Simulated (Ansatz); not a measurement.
# Structural relaxation of random alloy of the hcp Ru-Mo line, x = 0.375 (64 atoms), part 3 of 3

Wanted: the relaxed structure of random alloy of the hcp Ru-Mo line, x = 0.375 (64 atoms) and its electronic structure.

Ansatz 0.2.0; Kohn-Sham DFT, PBE, PAW (set soft_2), plane waves.

The cell: 24 Mo and 40 Ru. The host structure and its lattice constant were typed by rule, without a check against the phase diagram.

So far. Step 3 (Cell and atoms relaxed): The relaxation changed the energy by -31.1 meV/atom, and atoms moved by 0.073 Å r.m.s., 0.20 Å at most. Step 6 (K-mesh 3×3×3): Forces differ from those of the single point at the relaxed geometry by 31 meV/Å r.m.s.; the energy by +0.94 meV/atom and the pressure by +0.21 GPa. It took 13 s and 8 cycles; the reference's time can't be set against it, since the two runs asked for unlike analyses.

### Step 7. Functional r2SCAN (500 eV)

The meta-GGA r2SCAN uses the kinetic energy density as well as the density and its gradient. Besides, the cutoff goes from 420 to 500 eV.

This step: Kohn-Sham DFT, r2SCAN, PAW (set soft_2), plane waves (Ansatz 0.2.0).

Input file input.yaml:

```yaml
crystal:
  lattice:
    - [11.0403, -0.00603, -0.00836]
    - [-5.52537, 9.56481, 0.00707]
    - [-0.00671, 0.00268, 8.82281]
  atoms:
    [... the 64 atom lines of step 5 ...]
kpoints:
  mp_grid: { grid: [2, 2, 2] }
hamiltonian:
  xc: r2scan
scf:
  occupations: { method: fermi_dirac, width: 0.1 }
output:
  forces: true
  stress: true
  populations: true
  dos:
    method: { smearing: { sigma: 0.08 } }
    de: 0.05
    projected: { site_lists: { Mo: [Mo], Ru: [Ru] } }
  eigenvalues: true
```

Launch:

```
$ ansatz run input.yaml --threads 6 --pin off --max-ram 102400MiB --backend cuda --events-out ev --progress --plain --runs-dir out
```

Numbers of over 12 decimals in the logs are rounded to 6 here.

What it wrote:

```text
[...]
GPU FFT provider: cuFFT
GPU libraries: cuBLAS 13.8.2, cuFFT 12.4.0, cuSOLVER 12.3.4
Crystal: 64 atoms, lattice volume = 931.380 Å³
Basis set: ecut = 500 eV, 23665 PW (Γ), exchange–correlation on 324×324×288 points (64 copies of the dense FFT grid, shifted against one another)
Bands: 586, of which v1, the nominal top of the filled ones, is band 488 counted from 1 (487 counted from 0)
Symmetry: 1 space group operations
[...]
k-points: 8
[...]
GPU buffer pool allocated for 472392 grid points (all kernels)
[...]
SCF iter   1: F=—  HF=-354847.607543 eV  |F-HF|=—  |Δ(HF+E_count)|=         —  Δρ=1.44e-2  dr2=3.77e0  dr2_τ=7.13e-1  ethr=1.77e-3  ⟨swp⟩=5.0  Hψ=15020  notcnv=0
[...]
SCF iter  12: F=—  HF=-354848.042489 eV  |F-HF|=—  |Δ(HF+E_count)|=   3.07e-7  Δρ=4.46e-6  dr2=3.93e-7  dr2_τ=3.69e-8  ethr=1.02e-11  ⟨swp⟩=8.5  Hψ=15090  notcnv=0
SCF iter  13: F=-354848.042489 eV  HF=-354848.042489 eV  |F-HF|=1.23e-8  |Δ(HF+E_count)|=   1.41e-8  Δρ=1.72e-6  dr2=3.28e-8  dr2_τ=3.11e-9  ethr=1.02e-11  ⟨swp⟩=2.0  Hψ=14255  notcnv=0
SCF 1 converged in 13 iterations: F = -354848.042489 eV  dr2 = 3.28e-8
[...]
SCF converged after 13 iterations
Free energy (F): -354848.042489 eV
[...]
Internal energy: -354846.041418 eV  (E = F + TS)
E sigma→0 (E₀):  -354847.041953 eV
Entropy (-TS):   -2.001071 eV (-31.267 meV/atom)
Fermi energy:    21.824493 eV
[...]
Σ components = -354848.042489   (vs F -354848.042489, Δ=0.00e0)
--- Forces (eV/Å), atoms counted from 1 ---
  atom   1  Mo    -0.09603570     0.05352641     0.07545736
  atom   2  Ru     0.00187832    -0.00468907    -0.06134922
  atom   3  Mo    -0.05586032    -0.13809172    -0.10997527
  atom   4  Mo     0.00531107    -0.04155449     0.20813120
[...]
atom  64  Ru    -0.06557992     0.03628640    -0.02335890
  max |Σ_I F_I| component: 9.89e-6 eV/Å
--- Stress (GPa, compression-positive) ---
       -5.102742      -0.016983      -0.018433
       -0.016983      -5.074063       0.014109
       -0.018433       0.014109      -5.020848
  P = ⅓ Tr σ = -5.0659 GPa (-50.659 kbar)
--- Band table (eV; the first three rows and the last of 8) ---
[...]
--- Löwdin populations: 64 sites ---
  site symbol       q [e]
     0     Mo     13.8746
     1     Ru     15.9477
     2     Mo     13.8887
[...]
63     Ru     15.9360
  spilling = 0.005312 (of n_electrons = 976.000000)
```

Run time: 17 s. Hardware: 1 × NVIDIA H100 80GB HBM3 with 6 threads of AMD EPYC 7R13 (Zen 3), shared host; peak memory 2.8 GiB.

That memory is the host's; the program planned up to 17.8 GiB on the GPU.

Geometry and reference: those of the single point at the relaxed geometry.

Forces differ from those of the single point at the relaxed geometry by 65 meV/Å r.m.s.; the pressure by -5.1 GPa. It took 17 s and 13 cycles; the reference's time can't be set against it, since the two runs asked for unlike analyses.

### Step 8. Functional PBEsol

PBEsol restores the gradient expansion of exchange for slowly varying densities and usually gives shorter bonds in solids than PBE.

This step: Kohn-Sham DFT, PBEsol, PAW (set soft_2), plane waves (Ansatz 0.2.0).

Changes to input.yaml since step 7:

```diff
@@ -10,3 +10,3 @@
 hamiltonian:
-  xc: r2scan
+  xc: pbesol
 scf:
```

What it wrote:

```text
[...]
GPU FFT provider: cuFFT
GPU libraries: cuBLAS 13.8.2, cuFFT 12.4.0, cuSOLVER 12.3.4
Crystal: 64 atoms, lattice volume = 931.380 Å³
Basis set: ecut = 420 eV, 18207 PW (Γ), exchange–correlation on 150×150×120 points (8 copies of the dense FFT grid, shifted against one another)
Bands: 586, of which v1, the nominal top of the filled ones, is band 488 counted from 1 (487 counted from 0)
Symmetry: 1 space group operations
[...]
k-points: 8
[...]
GPU buffer pool allocated for 337500 grid points (all kernels)
[...]
SCF iter   1: F=—  HF=-350197.402418 eV  |F-HF|=—  |Δ(HF+E_count)|=         —  Δρ=1.24e-2  dr2=3.63e0  ethr=1.77e-3  ⟨swp⟩=5.0  Hψ=14155  notcnv=0
[...]
SCF iter   7: F=—  HF=-350197.248492 eV  |F-HF|=—  |Δ(HF+E_count)|=   3.32e-7  Δρ=3.09e-6  dr2=1.15e-7  ethr=4.53e-10  ⟨swp⟩=2.8  Hψ=8427  notcnv=0
SCF iter   8: F=-350197.248492 eV  HF=-350197.248492 eV  |F-HF|=9.66e-9  |Δ(HF+E_count)|=   2.81e-8  Δρ=7.57e-7  dr2=1.19e-8  ethr=1.02e-11  ⟨swp⟩=5.0  Hψ=13381  notcnv=0
SCF 1 converged in 8 iterations: F = -350197.248492 eV  dr2 = 1.19e-8
[...]
SCF converged after 8 iterations
Free energy (F): -350197.248492 eV
[...]
Internal energy: -350195.143702 eV  (E = F + TS)
E sigma→0 (E₀):  -350196.196097 eV
Entropy (-TS):   -2.104789 eV (-32.887 meV/atom)
Fermi energy:    21.773371 eV
[...]
Σ components = -350197.248492   (vs F -350197.248492, Δ=0.00e0)
--- Forces (eV/Å), atoms counted from 1 ---
  atom   1  Mo    -0.05024577     0.02746969     0.02848184
  atom   2  Ru     0.02168415     0.00320213    -0.04439231
  atom   3  Mo    -0.03516529    -0.07526965    -0.05370207
  atom   4  Mo    -0.01243612    -0.00004313     0.06692132
[...]
atom  64  Ru    -0.04734159     0.00867683    -0.00429419
  max |Σ_I F_I| component: 4.34e-6 eV/Å
--- Stress (GPa, compression-positive) ---
       -9.274062      -0.001539       0.006576
       -0.001539      -9.242829       0.006081
        0.006576       0.006081      -9.466494
  P = ⅓ Tr σ = -9.3278 GPa (-93.278 kbar)
--- Band table (eV; the first three rows and the last of 8) ---
[...]
--- Löwdin populations: 64 sites ---
  site symbol       q [e]
     0     Mo     13.9002
     1     Ru     15.9334
     2     Mo     13.9116
[...]
63     Ru     15.9226
  spilling = 0.005314 (of n_electrons = 976.000000)
```

Run time: 7.6 s. Hardware: 1 × NVIDIA H100 80GB HBM3 with 6 threads; peak memory 2.4 GiB; 12 s of CPU time.

That memory is the host's; the program planned up to 16.8 GiB on the GPU.

Geometry and reference: those of the single point at the relaxed geometry.

Forces differ from those of the single point at the relaxed geometry by 32 meV/Å r.m.s.; the pressure by -9.3 GPa.

### Step 9. What each setting buys

Each row is set against the single point at the relaxed geometry (Kohn-Sham DFT, PBE, PAW (set soft_2), plane waves; r.m.s. force component 0.00688 eV/Å). Energies are set beside the reference only for runs with its functional, potentials and electron count. Times are for 1 × NVIDIA H100 80GB HBM3 with 6 threads of AMD EPYC 7R13 (Zen 3), shared host. The reference's time includes grids, which some other runs skip.

```csv
run,"Δ force, r.m.s. (meV/Å)",Δ energy (meV/atom),Δ pressure (GPa),cycles,time,host memory (GiB),planned on the GPU (GiB)
reference,-,-,-,8,6.1 s,2.4,17
k-mesh 3×3×3,30.8,0.940,0.213,8,13 s,2.5,26
functional r2SCAN (500 eV),64.7,-,-5.05,13,17 s,2.8,18
functional PBEsol,31.7,-,-9.31,8,7.6 s,2.4,17
```

### Step 10. Outcome

```yaml
energy_change_in_the_relaxation: -31.1 meV/atom
r_m_s_displacement: 0.073 Å
largest_displacement: 0.205 Å
free_energy_per_atom: -5532.6718 eV/atom
density: 11.31 g/cm³
pressure: -0.01355 GPa
r_m_s_force_component: 0.00688 eV/Å
wall_time_of_the_6_dft_runs: 83 s
```

**Reading.** Relaxation lowers the energy by 31.1 meV/atom and moves atoms by 0.073 Å r.m.s.; the r.m.s. force component goes from 0.51 to 0.0069 eV/Å. Displacements are taken in the final cell, so they leave out its strain. By the final cutoffs no bond was broken or made. The cell grew by 1.5 % in volume. From the first step to the last the energy fell by 1.990 eV, across changes of basis, and the largest move was 0.20 Å (Mo26). The Mo-Mo bonds change most in mean length: from 2.726 Å (spread 0.035) to 2.812 Å (spread 0.062). With the cutoffs above, all Mo atoms have 12 and all Ru atoms have 12 bonded neighbours. 197 levels are partly filled, by over 2 % (on the run's k-points), as in a metal.

Among the changes of functional, dispersion, potentials or spin set against this reference, functional r2SCAN (500 eV) moves the forces most, by 65 meV/Å r.m.s.

[Logs are printed without paths, hosts, clocks, repeated set-up lines and the standing remarks that a program may print on its own settings, such as how far it seeks lower states.]

[Hosts, paths, dates, database ids (printed as entryN), source tags and the programs' standing remarks are cut or masked in the printed files.]
